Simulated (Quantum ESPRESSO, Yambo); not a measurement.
# ZrSe3 (P2_1/m): G0W0 with Yambo, start to end, part 2 of 3

Aim: the G0W0 gap of ZrSe3 (P2_1/m) on PBEsol, step by step.

Quantum ESPRESSO 7.5 and Yambo 5.3.0; PBEsol and many-body steps on it, plane waves. Known limits of the many-body steps: not at the basis limit; no spin-orbit coupling; coarse k mesh.

So far. Step 2 (Ground state): The gap is indirect, with the least direct gap 0.28 eV higher.

### Step 3. Bands along the symmetry lines

Level of this step: DFT, PBEsol, plane waves, norm-conserving pseudopotentials (Quantum ESPRESSO).

Levels along a band path, at the cheap level, show where the edges lie and whether the meshes to come will hold them.

Input file pw.in:

```
&control
  calculation = 'bands'
  prefix = 'x'
  outdir = 'o'
  pseudo_dir = 'pseudo'
/
&system
  ibrav = 0
  nat = 8
  ntyp = 2
  ecutwfc = 104.0
  nbnd = 90
  force_symmorphic = .true.
/
&electrons
  conv_thr = 1e-9
  electron_maxstep = 80
  diago_full_acc = .true.
  diago_thr_init = 5e-6
/
ATOMIC_SPECIES
  Zr 91.224 Zr.upf
  Se 78.971 Se.upf
CELL_PARAMETERS angstrom
  5.4109000000 -0.0000000000 -0.0000000000
  -0.0000000000 3.7488000000 0.0000000000
  -1.2294209091 0.0000000000 9.3636349901
ATOMIC_POSITIONS crystal
  Zr 0.2850000000 0.2500000000 0.6560000000
  Zr 0.7150000000 0.7500000000 0.3440000000
  Se 0.7620000000 0.2500000000 0.5540000000
  Se 0.2380000000 0.7500000000 0.4460000000
  Se 0.4560000000 0.2500000000 0.1740000000
  Se 0.5440000000 0.7500000000 0.8260000000
  Se 0.8880000000 0.2500000000 0.1690000000
  Se 0.1120000000 0.7500000000 0.8310000000
K_POINTS crystal
  81
  0.00000000 0.00000000 0.00000000 1
  0.00000000 0.06250000 0.00000000 1
  0.00000000 0.12500000 0.00000000 1
  0.00000000 0.18750000 0.00000000 1
  0.00000000 0.25000000 0.00000000 1
  0.00000000 0.31250000 0.00000000 1
  0.00000000 0.37500000 0.00000000 1
  0.00000000 0.43750000 0.00000000 1
  0.00000000 0.50000000 0.00000000 1
  0.00000000 0.50000000 0.06250000 1
  0.00000000 0.50000000 0.12500000 1
  0.00000000 0.50000000 0.18750000 1
  0.00000000 0.50000000 0.25000000 1
  0.00000000 0.50000000 0.31250000 1
  0.00000000 0.50000000 0.37500000 1
  0.00000000 0.50000000 0.43750000 1
  0.00000000 0.50000000 0.50000000 1
  0.00000000 0.43750000 0.50000000 1
  0.00000000 0.37500000 0.50000000 1
  0.00000000 0.31250000 0.50000000 1
  0.00000000 0.25000000 0.50000000 1
  0.00000000 0.18750000 0.50000000 1
  0.00000000 0.12500000 0.50000000 1
  0.00000000 0.06250000 0.50000000 1
  0.00000000 0.00000000 0.50000000 1
  0.00000000 0.00000000 0.43750000 1
  0.00000000 0.00000000 0.37500000 1
  0.00000000 0.00000000 0.31250000 1
  0.00000000 0.00000000 0.25000000 1
  0.00000000 0.00000000 0.18750000 1
  0.00000000 0.00000000 0.12500000 1
  0.00000000 0.00000000 0.06250000 1
  0.00000000 0.00000000 0.00000000 1
  -0.06250000 0.00000000 0.06250000 1
  -0.12500000 0.00000000 0.12500000 1
  -0.18750000 0.00000000 0.18750000 1
  -0.25000000 0.00000000 0.25000000 1
  -0.31250000 0.00000000 0.31250000 1
  -0.37500000 0.00000000 0.37500000 1
  -0.43750000 0.00000000 0.43750000 1
  -0.50000000 0.00000000 0.50000000 1
  -0.50000000 0.06250000 0.50000000 1
  -0.50000000 0.12500000 0.50000000 1
  -0.50000000 0.18750000 0.50000000 1
  -0.50000000 0.25000000 0.50000000 1
  -0.50000000 0.31250000 0.50000000 1
  -0.50000000 0.37500000 0.50000000 1
  -0.50000000 0.43750000 0.50000000 1
  -0.50000000 0.50000000 0.50000000 1
  -0.43750000 0.50000000 0.43750000 1
  -0.37500000 0.50000000 0.37500000 1
  -0.31250000 0.50000000 0.31250000 1
  -0.25000000 0.50000000 0.25000000 1
  -0.18750000 0.50000000 0.18750000 1
  -0.12500000 0.50000000 0.12500000 1
  -0.06250000 0.50000000 0.06250000 1
  0.00000000 0.50000000 0.00000000 1
  -0.06250000 0.50000000 0.00000000 1
  -0.12500000 0.50000000 0.00000000 1
  -0.18750000 0.50000000 0.00000000 1
  -0.25000000 0.50000000 0.00000000 1
  -0.31250000 0.50000000 0.00000000 1
  -0.37500000 0.50000000 0.00000000 1
  -0.43750000 0.50000000 0.00000000 1
  -0.50000000 0.50000000 0.00000000 1
  -0.50000000 0.43750000 0.00000000 1
  -0.50000000 0.37500000 0.00000000 1
  -0.50000000 0.31250000 0.00000000 1
  -0.50000000 0.25000000 0.00000000 1
  -0.50000000 0.18750000 0.00000000 1
  -0.50000000 0.12500000 0.00000000 1
  -0.50000000 0.06250000 0.00000000 1
  -0.50000000 0.00000000 0.00000000 1
  -0.43750000 0.00000000 0.00000000 1
  -0.37500000 0.00000000 0.00000000 1
  -0.31250000 0.00000000 0.00000000 1
  -0.25000000 0.00000000 0.00000000 1
  -0.18750000 0.00000000 0.00000000 1
  -0.12500000 0.00000000 0.00000000 1
  -0.06250000 0.00000000 0.00000000 1
  0.00000000 0.00000000 0.00000000 1
```

The run is started by

```
OMP_NUM_THREADS=1 mpirun -n 8 pw.x -nk 8 -in pw.in > pw.out
```

Output:

```text
[banner, memory and clock lines left out]
Program PWSCF v.7.5 starts

     Atomic positions and unit cell read from directory:
     o/x.save/

     Message from routine setup:
     using ibrav=0 with symmetry is DISCOURAGED, use correct ibrav instead

     G-vector sticks info

     bravais-lattice index     =            0
     lattice parameter (alat)  =      10.2251  a.u.
     unit-cell volume          =    1281.7486 (a.u.)^3
     number of atoms/cell      =            8
     number of atomic types    =            2
     number of electrons       =       168.00
     number of Kohn-Sham states=           90
     kinetic-energy cutoff     =     104.0000  Ry
     charge density cutoff     =     416.0000  Ry
     Exchange-correlation= PBESOL
                           (   1   4  10   8   0   0   0)

     celldm(1)=  10.225119  celldm(2)=   0.000000  celldm(3)=   0.000000
     celldm(4)=   0.000000  celldm(5)=   0.000000  celldm(6)=   0.000000

     crystal axes: (cart. coord. in units of alat)
               a(1) = (   1.000000  -0.000000  -0.000000 )
               a(2) = (  -0.000000   0.692824   0.000000 )
               a(3) = (  -0.227212   0.000000   1.730513 )

     reciprocal axes: (cart. coord. in units 2 pi/alat)
               b(1) = (  1.000000  0.000000  0.131297 )
               b(2) = (  0.000000  1.443369  0.000000 )
               b(3) = (  0.000000  0.000000  0.577863 )
     Pseudo is Norm-conserving + core correction, Zval = 12.0
     Generated using ONCVPSP code by D. R. Hamann
     Using radial grid of 1604 points,  6 beta functions with:
     Pseudo is Norm-conserving + core correction, Zval = 24.0
     Generated using ONCVPSP code by D. R. Hamann
     Using radial grid of 1198 points,  6 beta functions with:
     Zr               12.00    91.22400     Zr( 1.00)
     Se               24.00    78.97100     Se( 1.00)

      2 Sym. Ops., with inversion, found

   Cartesian axes

     site n.     atom                  positions (alat units)
         1        Zr     tau(   1) = (   0.1359490   0.1732059   1.1352168  )
         2        Zr     tau(   2) = (   0.6368391   0.5196178   0.5952966  )
         3        Se     tau(   3) = (   0.6361246   0.1732059   0.9587044  )
         4        Se     tau(   4) = (   0.1366635   0.5196178   0.7718090  )
         5        Se     tau(   5) = (   0.4164651   0.1732059   0.3011093  )
         6        Se     tau(   6) = (   0.3563230   0.5196178   1.4294041  )
         7        Se     tau(   7) = (   0.8496012   0.1732059   0.2924568  )
         8        Se     tau(   8) = (  -0.0768131   0.5196178   1.4380566  )

     number of k points=    81
                       cart. coord. in units 2pi/alat
        k(    1) = (   0.0000000   0.0000000   0.0000000), wk =   0.0246914
        k(    2) = (   0.0000000   0.0902105   0.0000000), wk =   0.0246914
        k(    3) = (   0.0000000   0.1804211   0.0000000), wk =   0.0246914
[...]
[... 69 further rows ...]
        k(   80) = (  -0.0625000   0.0000000  -0.0082061), wk =   0.0246914
        k(   81) = (   0.0000000   0.0000000   0.0000000), wk =   0.0246914

     Dense  grid:   183623 G-vectors     FFT dimensions: (  72,  45, 120)

     The potential is recalculated from file :
     o/x.save/charge-density

     Starting wfcs are   98 randomized atomic wfcs

     Band Structure Calculation

     End of band structure calculation

          k = 0.0000 0.0000 0.0000 ( 22959 PWs)   bands (ev):

  -197.1565-197.1565-197.1419-197.1419-196.3597-196.3597-136.9919-136.9919
  -136.9784-136.9784-136.7591-136.7591-136.7526-136.7526-136.7431-136.7431
  -136.7368-136.7368-136.0462-136.0461-136.0393-136.0393-136.0250-136.0249
   -38.4723 -38.4717 -37.4172 -37.4172 -37.3245 -37.3245 -37.3117 -37.3117
   -37.3064 -37.3063 -37.2790 -37.2790 -37.2707 -37.2706 -37.0860 -37.0858
   -37.0826 -37.0826 -37.0678 -37.0678 -37.0648 -37.0648 -36.4466 -36.4452
[...]
13.5625  13.6668

          k = 0.0000 0.0902 0.0000 ( 22949 PWs)   bands (ev):

[...]
13.5676  13.6584

          k = 0.0000 0.1804 0.0000 ( 22983 PWs)   bands (ev):

[...]
13.5279  13.6495

[...]
k =-0.0625 0.0000 0.0279 ( 22952 PWs)   bands (ev):

[...]
k =-0.1250 0.0000 0.0558 ( 22986 PWs)   bands (ev):

[...]
k =-0.1875 0.0000 0.0837 ( 23002 PWs)   bands (ev):

[...]
k =-0.1250 0.7217 0.0558 ( 22902 PWs)   bands (ev):

[...]
k =-0.0625 0.7217 0.0279 ( 22916 PWs)   bands (ev):

[...]
k = 0.0000 0.7217 0.0000 ( 22922 PWs)   bands (ev):

[...]
k =-0.0625 0.7217-0.0082 ( 22904 PWs)   bands (ev):

[...]
k =-0.1250 0.7217-0.0164 ( 22924 PWs)   bands (ev):

[...]
k =-0.1875 0.7217-0.0246 ( 22926 PWs)   bands (ev):

[...]
k =-0.1250 0.0000-0.0164 ( 22996 PWs)   bands (ev):

[...]
k =-0.0625 0.0000-0.0082 ( 22960 PWs)   bands (ev):

[...]
13.5660  13.8191

          k = 0.0000 0.0000 0.0000 ( 22959 PWs)   bands (ev):

[...]
-136.9784-136.9784-136.7591-136.7591-136.7526-136.7526-136.7431-136.7431
  -136.7368-136.7368-136.0462-136.0461-136.0393-136.0393-136.0250-136.0249
[...]
6.1656   7.3504   7.5153   7.9998   8.5120   9.4022   9.6623   9.8077
     9.8205   9.9269  10.3966  10.5070  11.1681  11.5509  13.1795  13.3778
    13.5625  13.6668

     XML data file, pseudopotentials, collected wavefunctions
```

The job ended after 2.7 min (8 MPI ranks of Arm Neoverse V2, shared host; peak memory 2.5 GiB; 20 min of CPU time).

This step gave:

| Property | Result |
| --- | --- |
| gap | 0.3146 eV |
| k of the valence top | -0.125, 0, 0 |
| k of the conduction bottom | -0.5, 0.125, 0 |
| least direct gap | 0.5952 eV |

The gap is 0.315 eV, −0.007 eV from the run before at this level.

The electronic bands at the labelled points (eV, zero at the top of the highest filled band):

```tsv
point	band 81	band 82	band 83	band 84	band 85	band 86	band 87	band 88
Γ	-0.69	-0.58	-0.11	0.00	0.66	1.04	2.67	2.87
halfway	-1.29	-1.23	-1.03	-0.89	1.78	2.00	2.71	2.83
Z	-1.70	-1.70	-1.16	-1.16	2.41	2.41	2.82	2.82
halfway	-1.80	-1.80	-1.15	-1.15	2.43	2.43	2.82	2.82
D	-1.91	-1.91	-1.15	-1.15	2.44	2.44	2.82	2.82
halfway	-1.23	-1.10	-0.99	-0.91	1.63	2.22	2.67	2.88
B	-0.69	-0.60	-0.14	-0.10	0.50	1.20	2.68	2.84
halfway	-0.70	-0.59	-0.13	-0.05	0.55	1.15	2.69	2.83
Γ	-0.69	-0.58	-0.11	0.00	0.66	1.04	2.67	2.87
halfway	-0.87	-0.58	-0.56	-0.09	0.80	1.15	1.83	2.12
A	-1.47	-0.89	-0.45	-0.42	0.34	0.56	1.16	1.26
halfway	-1.34	-1.19	-1.06	-0.99	0.39	0.57	2.11	2.21
E	-1.67	-1.67	-1.42	-1.42	0.58	0.58	2.54	2.54
halfway	-1.56	-1.56	-1.28	-1.28	2.27	2.27	2.43	2.43
Z	-1.70	-1.70	-1.16	-1.16	2.41	2.41	2.82	2.82
halfway	-1.52	-1.52	-1.21	-1.21	2.12	2.12	2.49	2.49
C2	-1.83	-1.83	-1.33	-1.33	0.57	0.57	2.44	2.44
halfway	-1.30	-1.28	-1.19	-1.00	0.37	0.58	2.05	2.09
Y2	-0.97	-0.56	-0.38	-0.30	0.33	0.67	1.14	1.23
halfway	-0.57	-0.51	-0.38	-0.06	0.85	1.10	1.84	2.17
Γ	-0.69	-0.58	-0.11	0.00	0.66	1.04	2.67	2.87
```

### Step 4. Empty states on the mesh, 2×4×2 mesh, 236 bands

The sums over transitions need many empty states on a uniform mesh; this step solves for them.

Input file pw.in:

```
&control
  calculation = 'nscf'
  prefix = 'x'
  outdir = 'o'
  pseudo_dir = 'pseudo'
/
&system
  ibrav = 0
  nat = 8
  ntyp = 2
  ecutwfc = 104.0
  nbnd = 236
  force_symmorphic = .true.
/
&electrons
  conv_thr = 1e-9
  electron_maxstep = 80
  diago_full_acc = .true.
  diago_thr_init = 5e-6
/
ATOMIC_SPECIES
  Zr 91.224 Zr.upf
  Se 78.971 Se.upf
CELL_PARAMETERS angstrom
  5.4109000000 -0.0000000000 -0.0000000000
  -0.0000000000 3.7488000000 0.0000000000
  -1.2294209091 0.0000000000 9.3636349901
ATOMIC_POSITIONS crystal
  Zr 0.2850000000 0.2500000000 0.6560000000
  Zr 0.7150000000 0.7500000000 0.3440000000
  Se 0.7620000000 0.2500000000 0.5540000000
  Se 0.2380000000 0.7500000000 0.4460000000
  Se 0.4560000000 0.2500000000 0.1740000000
  Se 0.5440000000 0.7500000000 0.8260000000
  Se 0.8880000000 0.2500000000 0.1690000000
  Se 0.1120000000 0.7500000000 0.8310000000
K_POINTS automatic
  2 4 2 0 0 0
```

The run is started by

```
OMP_NUM_THREADS=1 mpirun -n 8 pw.x -nk 4 -in pw.in > pw.out
```

Output:

```text
[banner, memory and clock lines left out]
Program PWSCF v.7.5 starts

     Atomic positions and unit cell read from directory:
     o/x.save/

     Message from routine setup:
     using ibrav=0 with symmetry is DISCOURAGED, use correct ibrav instead

     bravais-lattice index     =            0
     lattice parameter (alat)  =      10.2251  a.u.
     unit-cell volume          =    1281.7486 (a.u.)^3
     number of atoms/cell      =            8
     number of atomic types    =            2
     number of electrons       =       168.00
     number of Kohn-Sham states=          236
     kinetic-energy cutoff     =     104.0000  Ry
     charge density cutoff     =     416.0000  Ry
     Exchange-correlation= PBESOL
                           (   1   4  10   8   0   0   0)

     celldm(1)=  10.225119  celldm(2)=   0.000000  celldm(3)=   0.000000
     celldm(4)=   0.000000  celldm(5)=   0.000000  celldm(6)=   0.000000

     crystal axes: (cart. coord. in units of alat)
               a(1) = (   1.000000  -0.000000  -0.000000 )
               a(2) = (  -0.000000   0.692824   0.000000 )
               a(3) = (  -0.227212   0.000000   1.730513 )

     reciprocal axes: (cart. coord. in units 2 pi/alat)
               b(1) = (  1.000000  0.000000  0.131297 )
               b(2) = (  0.000000  1.443369  0.000000 )
               b(3) = (  0.000000  0.000000  0.577863 )
     Pseudo is Norm-conserving + core correction, Zval = 12.0
     Generated using ONCVPSP code by D. R. Hamann
     Using radial grid of 1604 points,  6 beta functions with:
     Pseudo is Norm-conserving + core correction, Zval = 24.0
     Generated using ONCVPSP code by D. R. Hamann
     Using radial grid of 1198 points,  6 beta functions with:
     Zr               12.00    91.22400     Zr( 1.00)
     Se               24.00    78.97100     Se( 1.00)

      2 Sym. Ops., with inversion, found

   Cartesian axes

     site n.     atom                  positions (alat units)
         1        Zr     tau(   1) = (   0.1359490   0.1732059   1.1352168  )
         2        Zr     tau(   2) = (   0.6368391   0.5196178   0.5952966  )
         3        Se     tau(   3) = (   0.6361246   0.1732059   0.9587044  )
         4        Se     tau(   4) = (   0.1366635   0.5196178   0.7718090  )
         5        Se     tau(   5) = (   0.4164651   0.1732059   0.3011093  )
         6        Se     tau(   6) = (   0.3563230   0.5196178   1.4294041  )
         7        Se     tau(   7) = (   0.8496012   0.1732059   0.2924568  )
         8        Se     tau(   8) = (  -0.0768131   0.5196178   1.4380566  )

     number of k points=    12
                       cart. coord. in units 2pi/alat
        k(    1) = (   0.0000000   0.0000000   0.0000000), wk =   0.1250000
        k(    2) = (   0.0000000   0.0000000  -0.2889316), wk =   0.1250000
        k(    3) = (   0.0000000   0.3608421   0.0000000), wk =   0.2500000
[...]
k(   11) = (  -0.5000000  -0.7216843  -0.0656487), wk =   0.1250000
        k(   12) = (  -0.5000000  -0.7216843  -0.3545803), wk =   0.1250000

     Dense  grid:   183623 G-vectors     FFT dimensions: (  72,  45, 120)

     The potential is recalculated from file :
     o/x.save/charge-density

     Starting wfcs are   98 randomized atomic wfcs +  138 random wfcs

     Band Structure Calculation

     End of band structure calculation

          k = 0.0000 0.0000 0.0000 ( 22959 PWs)   bands (ev):

  -197.1565-197.1565-197.1419-197.1419-196.3597-196.3597-136.9919-136.9919
  -136.9784-136.9784-136.7591-136.7591-136.7526-136.7526-136.7431-136.7431
  -136.7368-136.7368-136.0462-136.0461-136.0393-136.0393-136.0250-136.0249
   -38.4723 -38.4717 -37.4172 -37.4172 -37.3245 -37.3245 -37.3117 -37.3117
   -37.3064 -37.3063 -37.2790 -37.2790 -37.2707 -37.2706 -37.0860 -37.0858
   -37.0826 -37.0826 -37.0678 -37.0678 -37.0648 -37.0648 -36.4466 -36.4452
[...]
[... 18 further rows ...]
[...]
52.6819  52.9995  53.0972  53.1315

          k = 0.0000 0.0000-0.2889 ( 23008 PWs)   bands (ev):

[...]
[... 18 further rows ...]
[...]
52.7480  52.9979  53.5161  53.5340

          k = 0.0000 0.3608 0.0000 ( 22961 PWs)   bands (ev):

[...]
-136.9784-136.9784-136.7591-136.7591-136.7526-136.7526-136.7431-136.7431
  -136.7368-136.7368-136.0461-136.0461-136.0393-136.0393-136.0250-136.0250
[...]
6.3942   6.7318   7.1761   7.6777   7.8281   8.7232   8.8591   9.0417
     [... 18 further rows ...]
    50.8740  51.1668  51.2227  51.5438  51.5854  51.7372  52.4071  52.4465
    52.6174  52.9332  53.0618  53.2353

          k = 0.0000 0.3608-0.2889 ( 22962 PWs)   bands (ev):

     [... further k-points ...]

     highest occupied, lowest unoccupied level (ev):    10.5070   10.8367

     XML data file, pseudopotentials, collected wavefunctions
```

Elapsed: 2.1 min, on 8 MPI ranks; peak memory 2.5 GiB.

This step gave:

* gap: 0.3297 eV
* k of the valence top: 0, 0, 0
* k of the conduction bottom: -0.5, 0, 0
* least direct gap: 0.6027 eV
* k points computed: 12
* lowest point of the top converged band, above the valence top: 41.98 eV

On this mesh the gap is 0.330 eV.

[end of part 2 of 3]

[Paths, hosts, dates, memory and timing lines, banners, echoed tables and standing remarks are left out of the program output.]

[Logs are printed without paths, hosts, clocks, repeated set-up lines and the standing remarks that a program may print on its own settings, such as how far it seeks lower states.]

[Runs of the session that timed out or met a known fault of the program may be left out.]

[Hosts, paths, dates, database ids (printed as entryN), source tags and the programs' standing remarks are cut or masked in the printed files.]
